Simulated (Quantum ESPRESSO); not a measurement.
# Near-edge structure at the Mg K edge of Mg (Magnesium, P6_3/mmc), part 2 of 2

Aim: the near-edge shape at the Mg K edge of Mg (Magnesium, P6_3/mmc), and what the core hole does to it.

Quantum ESPRESSO 7.5; X-ray absorption near-edge structure, plane-wave PAW PBE, one-electron final states by a Lanczos continued fraction.

So far. Step 8 (Spectrum with XCH, Mg atom 1): Main maxima below 24 eV (height): 3.2 eV (0.93), 6.8 eV (1.18), 8.7 eV (1.22), 10.3 eV (1.16), 12.2 eV (1.34), 13.6 eV (1.24) and 14.8 eV (1.12).  Step 8 (Spectrum with XCH, Mg atom 1): The total-energy difference is 1314.22 eV. One term is added: -12.99 eV, since the hole is spin-paired here and a spin-polarised one costs that much less in the free atom (computed apart). The photon energy is then 1301.23 eV. The tabulated edge of the element is 1303 eV.

**13. Spectrum with FCH, Mg atom 1 (continued)**

```
E (eV)  first run  this run
  -2.0       0.05      0.05
  -1.0       0.10      0.09
   0.0       0.39      0.35
   1.0       0.73      0.73
   2.0       0.81      0.83
   3.0       0.92      0.89
   4.0       0.85      0.90
   5.0       0.95      0.92
   6.0       1.01      1.04
   7.0       1.15      1.16
   8.0       1.11      1.06
   9.0       1.19      1.22
  10.0       1.11      1.07
  11.0       1.08      1.13
  12.0       1.32      1.22
  13.0       1.15      1.23
  14.0       1.15      1.24
  15.0       1.12      1.11
  16.0       1.01      1.03
  17.0       1.01      0.98
  18.0       0.89      0.95
  19.0       0.79      0.83
  20.0       0.74      0.75
  21.0       0.67      0.70
  22.0       0.53      0.58
  23.0       0.47      0.46
  24.0       0.51      0.48
  25.0       0.63      0.58
  26.0       0.87      0.78
  27.0       1.11      0.98
  28.0       1.08      1.09
  29.0       1.34      1.25
  30.0       1.31      1.41
  31.0       1.26      1.26
  32.0       1.28      1.27
```

Against the first run the r.m.s. difference is 5 %. The highest intensity below 16 eV goes from 12.2 eV (1.34) to 12.6 eV (1.34).

The photon energy of the zero moves by -0.10 eV.

**14. Reference energy of the supercell**

The cutoff changes for the next run, so it gets a reference energy of its own.

scf.in

```
&control
   calculation='scf', prefix='x', pseudo_dir='../pp', outdir='tmp', tprnfor=.true.
/
&system
   ibrav=0, nat=6, ntyp=1, nbnd=10
   ecutwfc=75, ecutrho=600
   occupations='smearing', smearing='mv', degauss=0.015
/
&electrons
   conv_thr=6.0e-08, electron_maxstep=120
   mixing_beta=0.5
/
ATOMIC_SPECIES
Mg 1.0 Mg.pbe-nx-kjpaw.UPF
CELL_PARAMETERS angstrom
  -4.81395000 2.77933533 0.00000000
  -4.81395000 -2.77933533 0.00000000
  3.20930000 0.00000000 5.21030000
ATOMIC_POSITIONS crystal
Mg   0.25000000 0.91666667 0.75000000
Mg   0.58333333 0.25000000 0.75000000
Mg   0.91666667 0.58333333 0.75000000
Mg   0.41666667 0.75000000 0.25000000
Mg   0.75000000 0.08333333 0.25000000
Mg   0.08333333 0.41666667 0.25000000
K_POINTS automatic
6 6 6 0 0 0
```

The run is started by

```console
> OMP_NUM_THREADS=1 mpirun --oversubscribe --bind-to none -np 4 pw.x -nk 4 -in scf.in > scf.out
```

Wall time 37 s (4 MPI ranks of Intel Xeon Platinum 8124M at 3.00GHz (Skylake/Cascade Lake), shared host); peak memory 0.35 GiB; 2.5 min of CPU time.

Reference energy: -32708.410 eV with the cores included.

**15. Supercell with XCH, Mg atom 1**

A test of how far the result depends on this setting.

Changed against the first core-hole run: cutoff (Ry) to 75 and density cutoff (Ry) to 600.

scf.in, as its differences from that of step 14:

```diff
@@ -4,3 +4,3 @@
 &system
-   ibrav=0, nat=6, ntyp=1, nbnd=10
+   ibrav=0, nat=6, ntyp=2, nbnd=11
    ecutwfc=75, ecutrho=600
@@ -13,2 +13,3 @@
 ATOMIC_SPECIES
+Mg0 1.0 Mg.pbe-nx-kjpaw-1sch.UPF
 Mg 1.0 Mg.pbe-nx-kjpaw.UPF
@@ -19,3 +20,3 @@
 ATOMIC_POSITIONS crystal
-Mg   0.25000000 0.91666667 0.75000000
+Mg0  0.25000000 0.91666667 0.75000000
 Mg   0.58333333 0.25000000 0.75000000
```

It took 53 s on 4 MPI ranks; peak memory 0.37 GiB.

Energy with the hole: -31394.189 eV, cores included.

**16. Spectrum with XCH, Mg atom 1**

Changed against the first core-hole run: cutoff (Ry) to 75 and density cutoff (Ry) to 600.

xspectra.in

```
&input_xspectra
   calculation='xanes_dipole', edge='K'
   prefix='x', outdir='tmp', xiabs=1, xe0=3.7755
   xonly_plot=.false., x_save_file='xanes.sav'
   xniter=3000, xcheck_conv=20, xerror=0.005
   xcoordcrys=.false., xepsilon(1)=1, xepsilon(2)=0, xepsilon(3)=0
/
&plot
   xnepoint=413, xemin=-10, xemax=45, terminator=.true., cut_occ_states=.true.
   xgamma=0.4
/
&pseudos
   filecore='../Mg.wfc'
/
&cut_occ
   cut_desmooth=0.1, cut_stepl=0.05, cut_stepu=0.05, cut_ierror=1e-5
/
7 7 7 0 0 0
```

The run is started by

```console
> OMP_NUM_THREADS=1 mpirun --oversubscribe --bind-to none -np 4 xspectra.x -nk 4 -in xspectra.in > xspectra.out
```

Wall time 16 min (4 MPI ranks); peak memory 0.05 GiB.

The run was cut off at its time limit.

The time allowed ran out, so this step gives no result.

**17. With and without the hole**

Both curves are counted from their own zero, so only the shift of weight within the empty states shows.

```
E (eV)  no hole   XCH
  -2.0     0.04  0.05
  -1.0     0.07  0.10
   0.0     0.26  0.39
   1.0     0.48  0.73
   2.0     0.52  0.81
   3.0     0.66  0.92
   4.0     0.66  0.85
   5.0     0.75  0.95
   6.0     0.84  1.01
   7.0     0.89  1.15
   8.0     0.97  1.11
   9.0     0.97  1.19
  10.0     1.16  1.11
  11.0     1.00  1.08
  12.0     1.11  1.32
  13.0     1.29  1.15
  14.0     1.48  1.15
  15.0     1.44  1.12
  16.0     1.36  1.01
  17.0     1.32  1.01
  18.0     1.32  0.89
  19.0     1.27  0.79
  20.0     1.01  0.74
  21.0     0.98  0.67
  22.0     0.77  0.53
  23.0     0.62  0.47
  24.0     0.48  0.51
  25.0     0.58  0.63
  26.0     0.63  0.87
  27.0     0.77  1.11
  28.0     1.01  1.08
  29.0     0.98  1.34
  30.0     1.24  1.31
  31.0     1.32  1.26
  32.0     1.30  1.28
```

With each curve scaled to its own mean, the area from −2 to 6 eV with the hole is 5.3 against 3.8, and the centre of weight from −1 to 20 eV moves by -1.4 eV: the hole pulls the absorber's empty states down.

**18. What came out**

* absorber and edge: Mg K, atom 1 of the ground-state input (counted from 1)
* surroundings: 6 Mg at 3.20 Å and 6 Mg at 3.21 Å (anticuboctahedral, as in hcp, site symmetry -6m2)
* highest intensity below 16 eV: 12.2 eV above the zero, height 1.34
* photon energy of the zero, with the added terms: 1301.2 eV (raw 1314.2 eV; uncertain by a few eV)

The Mg K edge of atom 1, with 6 Mg at 3.20 Å and 6 Mg at 3.21 Å (anticuboctahedral, as in hcp, site symmetry -6m2), has its highest intensity of the first 16 eV at 12.2 eV above the zero, near 1313 eV in photon energy (uncertain by a few eV), 1.3 times the mean level of the first 20 eV (Lorentzian half width 0.4 eV). With each curve scaled to its own mean, the area from −2 to 6 eV with the hole is 5.3 against 3.8, and the centre of weight from −1 to 20 eV moves by -1.4 eV: the hole pulls the absorber's empty states down. Changing the core hole to FCH alters the shape by 5 % r.m.s., so the result is insensitive to this choice. At the Mg K edge of atom 1 polarisation matters most near 12.3 eV, where the curves differ by 0.3 on this scale. The holes are only 5.6 Å apart, so the shape is probably not converged with cell size; no larger cell was run here. Lifetime broadening is put in by hand, and intensities beyond about 20 eV depend on it and on the partial waves; weight that the partial waves miss at high energy is lost. The structure is a published determination, not relaxed.

[Logs are printed without paths, hosts, clocks, repeated set-up lines and the standing remarks that a program may print on its own settings, such as how far it seeks lower states.]

[Hosts, paths, dates, database ids (printed as entryN), source tags and the programs' standing remarks are cut or masked in the printed files.]

[Lists of maxima count a maximum above −3 eV only where it reaches 4 % of the highest in the window and stands out from its surroundings by 2 % of it (1.5 % where it reaches 55 %); shoulders and weaker maxima are passed over, and of the rest the first, up to two pre-edge ones and the few strongest are named.]
